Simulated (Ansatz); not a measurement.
# VGe2As4 monolayer in a perpendicular field, part 2 of 3

What dipole does a perpendicular field induce in the VGe2As4 monolayer? A positive field points along +c.

Ansatz 0.2.0; plane-wave DFT, PBE-D3(BJ), Ansatz PAW.

So far. Step 2 (Relaxing the slab): The lattice constant a goes from 3.730 to 3.659 Å.

### 3. Single point, field 0

A sawtooth potential applies the field, turning back in the middle of the vacuum. With the dipole correction the typed value is the field outside the slab. The induced dipole is small, so the SCF threshold is tight.

The cell differs from the one that the last finished run ended in (c 49.186 → 28.037 Å).

Contents of input.yaml:

```yaml
crystal:
  lattice:
    - [3.6592588088, 0.0, 0.0]
    - [-1.8296294044, 3.1690110874, 0.0]
    - [0.0, 0.0, 28.0374360609]
  atoms:
    - { symbol: As, position: [0.0, 0.0, 0.3209993945] }
    - { symbol: Ge, position: [0.3333333333, 0.6666666667, 0.3632697917], spin: 0.01 }
    - { symbol: As, position: [0.3333333333, 0.6666666667, 0.4500385185], spin: -0.05 }
    - { symbol: V, position: [0.0, 0.0, 0.5], spin: 0.84 }
    - { symbol: As, position: [0.3333333333, 0.6666666667, 0.5499614815], spin: -0.05 }
    - { symbol: Ge, position: [0.3333333333, 0.6666666667, 0.6367302083], spin: 0.01 }
    - { symbol: As, position: [0.0, 0.0, 0.6790006055] }
magnetization:
  spin_polarized: true
kpoints:
  mp_grid: { grid: [12, 12, 1] }
  band_path:
    path: [[0, 0, 0], [0.5, 0, 0], [0.33333333, 0.33333333, 0], [0, 0, 0]]
    npoints: 16
hamiltonian:
  xc: pbe
  dispersion: d3bj
scf:
  occupations: { method: fermi_dirac, width: 0.02585 }
  convergence: { dr2_threshold: 1.0e-10 }
efield:
  axis: 3
  dipole_correction: true
  ramp_position: 0.97
  ramp_width: 0.06
  amplitude: 0
output:
  dos: { projected: true, e_range: [-6, 5] }
  write_potential: true
  write_density: true
  volumetric_format: npy
  elf: true
```

The run is started by

```bash
$ ansatz run input.yaml --threads 4 --pin off --max-ram 6144MiB --backend cpu --events-out ev --progress --plain --runs-dir out
```

Numbers of over 12 decimals in the logs are rounded to 6 here.

Log:

```text
[...]
Crystal: 7 atoms, lattice volume = 325.129 Å³
Basis set: ecut = 420 eV, 6297 PW (Γ)
Bands: 62, of which v1, the nominal top of the filled ones, is band 51 counted from 1 (50 counted from 0)
Symmetry: 6 space group operations
k-points: 19 of 144 (time reversal used)
[...]
Starting moments: Σ|m| = 0.96 μB on 5 of 7 sites
[...]
SCF iter   1: F=—  HF=-30926.063326 eV  |F-HF|=—  |Δ(HF+E_count)|=         —  Δρ=1.36e-2 (↑1.36e-2 ↓1.20e-2)  dr2=2.57e0  dr2_m=9.07e-2  M=0.444 μB ∫|m|=0.575 μB  β_m=0.72  ethr=2.52e-3  p=0.000 e·Å  D=3.20e-13 V/Å  ΔV_dip=-0.00 eV  dr2_dipole=1.84e-10  V_vac-E_F(+/−)=6.00/6.00 eV  ⟨swp⟩=1.2  Hψ=11879  notcnv=0
[...]
efield: sawtooth ramp at fractional position 0.9700 (set: `efield.ramp_position`, or a place that a band, a saddle search or an elastic batch's reference lends), width 0.0600; the density the first Hamiltonian is built on has a dipole p = 0.000 e·Å; the dipole correction subtracts the counter field D = 3.20e-13 V/Å, which shifts the + side's vacuum level by -0.00 eV against the − side's; the planar-averaged density in the ramp window peaks in size at 4.6e-6 e/Å³
[...]
SCF iter   2: F=—  HF=-30927.651597 eV  |F-HF|=—  |Δ(HF+E_count)|=    1.59e0  Δρ=7.88e-3 (↑7.88e-3 ↓7.60e-3)  dr2=8.64e-1  dr2_m=6.16e-3  M=0.490 μB ∫|m|=0.602 μB  β_m=0.48  ethr=2.52e-3  p=-0.000 e·Å  D=-1.88e-6 V/Å  ΔV_dip=0.00 eV  dr2_dipole=9.00e-10  V_vac-E_F(+/−)=5.69/5.69 eV  ⟨swp⟩=2.3  Hψ=2998  notcnv=0  defer=4
density mixer auto → msr1: a metal under ldos (density of states about μ 0.77 of a free-electron gas's, 74 screened modes)
SCF iter   3: F=—  HF=-30929.482977 eV  |F-HF|=—  |Δ(HF+E_count)|=    1.83e0  Δρ=5.86e-3 (↑4.79e-3 ↓5.86e-3)  dr2=4.61e-2  dr2_m=7.01e-2  M=0.733 μB ∫|m|=0.876 μB  β_m=0.72  ethr=8.55e-4  p=0.000 e·Å  D=4.55e-6 V/Å  ΔV_dip=-0.00 eV  dr2_dipole=3.04e-10  V_vac-E_F(+/−)=5.11/5.11 eV  ⟨swp⟩=2.7  Hψ=3354  notcnv=0  defer=143
[...]
SCF iter  15: F=-30929.689849 eV  HF=-30929.689849 eV  |F-HF|=2.91e-11  |Δ(HF+E_count)|=  1.46e-10  Δρ=2.96e-8 (↑2.96e-8 ↓2.88e-8)  dr2=3.09e-12  dr2_m=1.85e-12  M=0.967 μB ∫|m|=1.269 μB  ethr=1.00e-12  p=0.000 e·Å  D=3.83e-9 V/Å  ΔV_dip=-0.00 eV  dr2_dipole=1.88e-14  V_vac-E_F(+/−)=4.99/4.99 eV  ⟨swp⟩=9.6  Hψ=7634  notcnv=0
SCF 1 converged in 15 iterations: F = -30929.689849 eV  dr2 = 3.09e-12
[...]
NSCF: frozen V_eff on 49 k-points
efield: sawtooth ramp at fractional position 0.9700 (kept from the solve that this one continues, or follows in the run), width 0.0600; the density the first Hamiltonian is built on has a dipole p = 0.000 e·Å; the dipole correction subtracts the counter field D = 3.83e-9 V/Å, which shifts the + side's vacuum level by -0.00 eV against the − side's; the planar-averaged density in the ramp window peaks in size at 4.7e-6 e/Å³
SCF converged after 15 iterations
Magnetization: 0.9673 μB (50.9836 up, 50.0164 down)
Absolute magnetization: 1.2651 μB (∫|ρ↑−ρ↓|, with the PAW one-centre terms)
[...]
Per-site moments (μB) at R_I (Å): [(0.00304152, 0.999236), (0.00939045, 0.999236), (-0.047218, 1.003519), (0.861632, 1.045637), (-0.047218, 1.003519), (0.00939045, 0.999236), (0.00304152, 0.999236)]
Free energy (F): -30929.689849 eV
[...]
Internal energy: -30929.687805 eV  (E = F + TS)
E sigma→0 (E₀):  -30929.688827 eV
Entropy (-TS):   -0.002044 eV (-0.292 meV/atom)
Fermi energy:    1.676299 eV
Dipole field:    D = 0.000000 V/Å  (p = 0.000000 e·Å, saw-weighted, corrected)
Work function:   Φ+ = 4.9857 eV   Φ− = 4.9857 eV
Levels:          The Fermi level and band energies are counted from a zero that moves with the ramp; work functions are not
[...]
--- Band table (eV; the first three rows and the last of 38) ---
  k-point 0 ↑: bands = [... 47 lower, 1.5474, 1.5996, 1.5996, 1.6511, 3.7357, 3.8952, 4.5019, 4.5019, ... 7 higher]
  k-point 1 ↑: bands = [... 47 lower, 1.2170, 1.3499, 1.4247, 1.6540, 3.9562, 4.0711, 4.4247, 4.4375, ... 7 higher]
  k-point 2 ↑: bands = [... 47 lower, 0.9175, 1.0612, 1.0639, 1.5262, 3.4276, 3.5759, 4.0847, 4.3321, ... 7 higher]
  k-point 18 ↓: bands = [... 47 lower, -0.6356, 0.1563, 0.8202, 2.3483, 2.8003, 3.1071, 3.4694, 3.6400, ... 7 higher]
```

It took 36 s on 4 threads of Intel Xeon Platinum 8488C (Sapphire Rapids), shared host; peak memory 1.5 GiB.

Reading the cycles: dr2 is the Hartree energy of the density residual (eV), the measure of convergence; HF is the Harris–Foulkes estimate of the energy, which meets the free energy F at convergence.

Numbers from this step:

```yaml
energy_at_zero_smearing: -30929.6888 eV
total_moment: 0.9673 μB
site_moments: 0.003042, 0.009390, -0.04722, 0.8616, -0.04722, 0.009390, 0.003042 μB
work_function_upper_face: 4.986 eV
dipole_along_the_normal: 2.67e-7 e·Å
```

Running mean over a fixed 2.8 Å (it still follows the layers) of the planar mean; the ramp of the sawtooth is left out. The electron's electrostatic potential energy less the Fermi level by z:

```csv
z (Å),electron's electrostatic potential energy less the Fermi level (eV)
3.5,4.99
4.0,4.99
4.5,4.98
5.0,4.98
5.5,4.97
6.0,4.93
6.5,4.74
7.0,4.04
7.5,2.81
8.0,1.35
8.5,-0.854
9.0,-3.00
9.5,-4.31
10.0,-4.00
10.5,-3.40
11.0,-2.70
11.5,-1.50
12.0,-1.09
12.5,-1.97
13.0,-3.54
13.5,-4.56
14.0,-4.77
14.5,-4.59
15.0,-3.64
15.5,-2.07
16.0,-1.12
16.5,-1.43
17.0,-2.61
17.5,-3.37
18.0,-3.95
18.5,-4.33
19.0,-3.15
19.5,-1.02
20.0,1.21
20.5,2.72
21.0,3.95
21.5,4.72
22.0,4.92
22.5,4.97
23.0,4.98
23.5,4.98
24.0,4.99
24.5,4.99
```

The density of states has structure finer than the step of the table below, so its rows give means over 0.2 eV, whole bins alone (the curve runs from -6 to 1.99 eV). Peaks (eV: height): total -3.68: 7.61, -1.95: 9.02, -1.59: 11.6, -1.15: 10.3, -1.01: 11.9, 1.69: 7.69, 1.80: 7.71; up -3.68: 5.99, -2.94: 4.44, -1.97: 4.48, -1.73: 5.32, -1.59: 9.46, -1.15: 6.27, 1.58: 4.44; down -3.63: 4.27, -2.22: 4.25, -1.95: 4.92, -1.56: 6.32, -1.01: 8.37, 1.69: 4.96, 1.80: 4.62.

Table of density of states by energy, zero at the Fermi level; means over each step; values in states/eV a cell:

```csv
energy (eV),total,up,down
-5.8,0.776,0.395,0.382
-5.6,1.43,0.723,0.706
-5.4,0,0,0
-5.2,0,0,0
-5.0,0,0,0
-4.8,0,0,0
-4.6,2.48,1.56,0.926
-4.4,5.24,2.68,2.56
-4.2,3.40,1.82,1.58
-4.0,2.74,1.24,1.50
-3.8,3.02,1.65,1.37
-3.6,4.77,2.53,2.24
-3.4,3.13,1.53,1.61
-3.2,2.59,1.38,1.21
-3.0,4.22,2.12,2.10
-2.8,2.74,1.24,1.50
-2.6,4.26,2.35,1.92
-2.4,6.15,3.18,2.96
-2.2,6.70,3.38,3.31
-2.0,7.37,3.66,3.71
-1.8,4.79,2.68,2.11
-1.6,6.89,3.78,3.12
-1.4,5.56,2.92,2.64
-1.2,7.26,4.41,2.85
-1.0,8.63,3.40,5.23
-0.8,4.35,1.67,2.68
-0.6,3.67,2.46,1.21
-0.4,3.40,2.60,0.798
-0.2,1.74,1.26,0.479
0.0,0.982,0.538,0.444
0.2,1.23,0.302,0.924
0.4,2.69,0.763,1.92
0.6,2.47,1.33,1.13
0.8,2.70,1.95,0.747
1.0,1.50,1.28,0.225
1.2,2.30,0.922,1.38
1.4,2.80,1.52,1.29
1.6,5.64,3.04,2.60
1.8,6.37,2.77,3.60
```

Projected DOS per atom over height of the atomic layer and energy from the Fermi level. Layers: As Ge As V As Ge As from below.

Values in states/eV, 22 rows by 7 columns, each cell a mean:
```
0.49 0.40 0.57 3.15 0.57 0.40 0.49
0.31 0.25 0.30 1.78 0.30 0.25 0.31
0.10 0.10 0.18 1.06 0.18 0.10 0.10
0.11 0.10 0.13 1.95 0.13 0.10 0.11
0.05 0.06 0.05 1.82 0.05 0.06 0.05
0.08 0.05 0.03 0.59 0.03 0.05 0.08
0.26 0.14 0.18 1.80 0.18 0.14 0.26
0.54 0.23 0.62 1.24 0.62 0.23 0.54
1.13 0.35 1.46 2.12 1.46 0.35 1.13
0.92 0.40 1.03 1.35 1.03 0.40 0.92
1.02 0.54 0.73 0.84 0.73 0.54 1.02
1.27 0.69 0.99 0.76 0.99 0.69 1.27
0.69 0.54 0.84 0.59 0.84 0.54 0.69
0.54 0.41 0.53 0.40 0.53 0.41 0.54
0.45 0.35 0.42 0.32 0.42 0.35 0.45
0.59 0.57 0.75 0.46 0.75 0.57 0.59
0.29 0.34 0.63 0.31 0.63 0.34 0.29
0.54 0.67 0.93 0.36 0.93 0.67 0.54
0.06 0.09 0.17 0.06 0.17 0.09 0.06
0.00 0.00 0.00 0.00 0.00 0.00 0.00
0.12 0.10 0.07 0.00 0.07 0.10 0.12
0.16 0.16 0.08 0.01 0.08 0.16 0.16
```
Columns: height of the atomic layer (Å) from 9 to 19.0 (not evenly spaced); rows upwards: energy from the Fermi level (eV) from -5.96 to 1.96.

Projected DOS per atom, spin up over height of the atomic layer and energy from the Fermi level. Layers: As Ge As V As Ge As from below.

Ten even steps from '0' (0.00 states/eV) to '9' (1.58 states/eV), each cell a mean:
```
1126211
1015101
0004000
0008000
0003000
0001000
0009000
1014101
3146413
2135312
3123213
4232324
2122212
1111111
1111111
1121211
0111110
1221221
0000000
0000000
0000000
0000000
```
Columns: height of the atomic layer (Å) from 9 to 19.0 (not evenly spaced); rows upwards: energy from the Fermi level (eV) from -5.96 to 1.96.

Projected DOS per atom, spin down over height of the atomic layer and energy from the Fermi level. Layers: As Ge As V As Ge As from below.

Ten even steps from '_' (0.00 states/eV) to '@' (2.17 states/eV), each cell a mean:
```
..__..@@..__..
______==______
______..______
______::______
______++______
______..______
______..______
..__..::..__..
::__--==--__::
::__::::::__::
::..........::
::..::..::..::
..............
..__..__..__..
..__________..
......__......
____..__..____
....::__::....
______________
______________
______________
______________
```
Columns: height of the atomic layer (Å) from 9 to 19.0 (not evenly spaced); rows upwards: energy from the Fermi level (eV) from -5.96 to 1.96.

Deep bands are left out, so band numbers here count from the lowest band kept and differ from the log's. Electronic bands along the path, in eV, zero at the Fermi level; # counts the bands kept:

```csv
point,up #9,up #11,up #12,up #13,down #9,down #11,down #12,down #13
Γ,-0.13,-0.08,-0.08,-0.03,-0.10,0.03,0.03,0.80
halfway,-1.46,-0.95,-0.89,-0.38,-1.40,-0.85,-0.73,0.52
M,-1.98,-1.44,-0.79,-0.79,-1.96,-1.22,-0.63,-0.07
halfway,-2.03,-1.59,-1.12,-0.39,-1.97,-1.50,-1.03,0.36
K,-2.42,-1.55,-0.89,-0.11,-2.40,-1.52,-0.86,0.67
halfway,-1.65,-1.20,-0.87,-0.44,-1.53,-1.03,-0.80,0.49
Γ,-0.13,-0.08,-0.08,-0.03,-0.10,0.03,0.03,0.80
```

Site moment by atom:

```csv
atom,site moment (μB)
As1,0.003
Ge2,0.009
As3,-0.047
V4,0.862
As5,-0.047
Ge6,0.009
As7,0.003
```

Spin density in the ca plane at fractional y = 0.667, with atoms of Ge and As within 0.2 Å of it.

Values in units of 1e-2 e/Å³, 6 rows by 16 columns, each cell a mean:
```
 0.0  0.0  0.0  0.0  0.0  0.0  0.0  0.1  0.0  0.0  0.0  0.4  3.5  0.7  0.0  0.0
 0.0  0.0  0.0  0.0  0.0  0.0  0.0  0.1  0.0  0.0 -0.1  0.1  2.9  0.5 -0.1  0.0
 0.0  0.0  0.0  0.0  0.0  0.0  0.0  0.1  0.1  0.2 -0.5 -1.0  0.8 -0.8 -0.8  0.2
 0.0  0.0  0.0  0.0  0.0  0.0  0.0  0.1  0.0  0.6  0.0 -0.1 -0.4 -0.4  0.1  0.6
 0.0  0.0  0.0  0.0  0.0  0.0  0.0  0.1  0.0  0.5 -0.3 -0.6 -0.1 -0.7 -0.3  0.5
 0.0  0.0  0.0  0.0  0.0  0.0  0.0  0.1  0.0  0.1 -0.5 -0.7  1.5 -0.4 -0.6  0.1
```
Columns run along c (16.0 Å, from fractional 0.06 to 0.63 of the cell), rows up along a (3.7 Å). Atoms in or near the plane, at fractional coordinates: Ge at (0.36, 0.33), As at (0.45, 0.33), As at (0.55, 0.33).

Valence density in the ca plane at fractional y = 0.667, with atoms of Ge and As within 0.2 Å of it. It is the smooth field of the valence electrons, not physical close to the nuclei.

Ten steps, logarithmic in the rise over the least value, from '0' (0 e/Å³) to '9' (30 e/Å³), each cell a mean:
```
00000000011111000000011111110000000111110000
00000000011111000000000111000000000111110000
00000000011111000000111111110000000111110000
00000000001111110011111111111110011111100000
00000000001123321113432111244311123321000000
00000000000148842226873111478621258841000000
00000000000259952237984112489732269951000000
00000000000147742125763111367521247731000000
00000000001123211112332111233211123221100000
00000000001111100001111111111100011111100000
```
Columns run along c (16.0 Å, from fractional 0.19 to 0.76 of the cell), rows up along a (3.7 Å). Atoms in or near the plane, at fractional coordinates: Ge at (0.36, 0.33), As at (0.45, 0.33), As at (0.55, 0.33), Ge at (0.64, 0.33).

ELF in the ca plane at fractional y = 0.667, with atoms of Ge and As within 0.2 Å of it. It is the smooth field of the valence electrons, not physical close to the nuclei.

Ten even steps from '0' (0.00) to '9' (0.73), each cell a mean:
```
00000000000000135888777642112455311125542112
00000000000000136898776531001233110012321001
00000000000000125788777753112566411136753112
00000000000000012456788655446899852479986545
00000000000000000123565445688878964588788875
00000000000000000001343113698534764575358974
00000000000000000001342002698423663563237983
00000000000000000012343113698645764576458974
00000000000000001124566545678889963589888765
00000000000000013566788765435799842379986434
```
Columns run along c (16.0 Å, from fractional 0.06 to 0.63 of the cell), rows up along a (3.7 Å). Atoms in or near the plane, at fractional coordinates: Ge at (0.36, 0.33), As at (0.45, 0.33), As at (0.55, 0.33).

The work function of the upper face is 4.99 eV.

### 4. Atoms held, field 0.1 V/Å

Changes to input.yaml since step 3:

```diff
@@ -31,5 +31,4 @@
   ramp_width: 0.06
-  amplitude: 0
+  amplitude: 0.1
 output:
-  dos: { projected: true, e_range: [-6, 5] }
   write_potential: true
@@ -37,2 +36 @@
   volumetric_format: npy
-  elf: true
```

Log:

```text
[...]
Crystal: 7 atoms, lattice volume = 325.129 Å³
Basis set: ecut = 420 eV, 6297 PW (Γ)
Bands: 62, of which v1, the nominal top of the filled ones, is band 51 counted from 1 (50 counted from 0)
Symmetry: 6 space group operations
k-points: 19 of 144 (time reversal used)
[...]
Starting moments: Σ|m| = 0.96 μB on 5 of 7 sites
[...]
k-point 0 ↑: bands = [... 47 lower, 1.5441, 1.6019, 1.6019, 1.6509, 3.7321, 3.8970, 4.5008, 4.5008, ... 7 higher]
  k-point 1 ↑: bands = [... 47 lower, 1.2165, 1.3475, 1.4261, 1.6539, 3.9539, 4.0717, 4.4228, 4.4370, ... 7 higher]
  k-point 2 ↑: bands = [... 47 lower, 0.9165, 1.0607, 1.0642, 1.5260, 3.4265, 3.5759, 4.0844, 4.3311, ... 7 higher]
  k-point 18 ↓: bands = [... 47 lower, -0.6360, 0.1556, 0.8201, 2.3479, 2.7998, 3.1068, 3.4691, 3.6394, ... 7 higher]
[key lines of the parts left out:]
SCF converged after 16 iterations
Magnetization: 0.9672 μB (50.9836 up, 50.0164 down)
Free energy (F): -30929.693788 eV
Fermi energy:    1.676190 eV
Dipole field:    D = 0.043843 V/Å  (p = 0.078776 e·Å, saw-weighted, corrected)
```

Wall time 36 s (4 threads); peak memory 1.5 GiB; 2.4 min of CPU time.

The dipole is 0.0788 e·Å.

[end of part 2 of 3]

[Logs are printed without paths, hosts, clocks, repeated set-up lines and the standing remarks that a program may print on its own settings, such as how far it seeks lower states.]

[Hosts, paths, dates, database ids (printed as entryN), source tags and the programs' standing remarks are cut or masked in the printed files.]

[Maps of the electrostatic potential energy from Ansatz leave out the sawtooth potential of an applied field or a dipole correction, so their vacuum need not be flat; planar profiles and work functions include it.]
